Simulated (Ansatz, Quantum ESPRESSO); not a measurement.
**Equation of state of fluorite HfO2**

How stiff is fluorite HfO2 under hydrostatic load? Each row scales the relaxed cell evenly and relaxes the atoms. The symmetry of the cell is held, so distortions that would lower it, which this phase may prefer, aren't tested. The phase is followed to these pressures whether or not it stays the stable one.

Calculated with Ansatz 0.2.0, PBEsol, PAW files of the set soft_1, cutoff 600 eV, Fermi–Dirac smearing 0.02 eV, k-mesh 9×9×9, no spin polarisation, no spin-orbit coupling.

Reference cell, relaxed at zero pressure with PBEsol (Fm-3m): a = 3.5668 Å, b = 3.5668 Å, c = 3.5668 Å, α = 60.00°, β = 60.00°, γ = 60.00°.

```csv
atom,x,y,z
Hf,0.0000,0.0000,0.0000
O,0.2500,0.2500,0.2500
O,0.7500,0.7500,0.7500
```

```csv
V (Å³/atom),V/V0,P (GPa),E − E0 (meV/atom)
10.0538,0.9400,18.687,35.5
10.2677,0.9600,11.796,15.2
10.9095,1.0200,−5.036,3.4
11.1234,1.0400,−9.572,13.2
11.3373,1.0600,−13.659,28.8
```

V0 = 10.6956 Å³ an atom, where the residual pressure P0 is 0.000 GPa. **Question.** Fit the Birch–Murnaghan law and give the pressure and the energy at V = 10.4817 Å³ an atom, a row left out above.

With the Eulerian strain f = ½[(V0/V)^(2/3) − 1] and F = (P − P0)/[3f(1 + 2f)^(5/2)], the third-order law is the line F = B0 + (3/2) B0 (B′ − 4) f.

```csv
f,F (GPa)
0.02106,266.81
0.01380,266.25
−0.00656,264.60
−0.01290,263.98
−0.01905,263.38
```

A straight line through the 5 rows: the means are −0.00073 for f and 265 for F, Σ(Δx)² = 0.001204 and ΣΔxΔy = 0.102, so the slope is 0.102/0.001204 = 84.764 and the intercept 265 − (84.764)(−0.00073) = 265.07.

Hence B0 = 265.1 GPa and B′ = 4 + (84.8)/(1.5 × 265.1) = 4.21. For the withheld volume f = 0.00678, F = 265.64 GPa and P = 5.59 GPa. The run itself gives 5.59 GPa, so the estimate misses by 0.00 GPa, a rounding's worth.

Integrating the same law gives E − E0 = (9/2) B0 V0 f²[1 + (B′ − 4) f] + P0(V0 − V), with 1 GPa Å³ = 6.2415 meV: 3.7 meV an atom. The run itself gives 3.7 meV, so the estimate misses by 0.0 meV, a rounding's worth.

The same fit over all rows at other levels or in other programs gives B0 = 271 GPa with r2SCAN (Ansatz), 268 GPa with PBEsol (Quantum ESPRESSO, PseudoDojo) and 271 GPa with PBEsol (Quantum ESPRESSO, GBRV).

[Logs are printed without paths, hosts, clocks, repeated set-up lines and the standing remarks that a program may print on its own settings, such as how far it seeks lower states.]
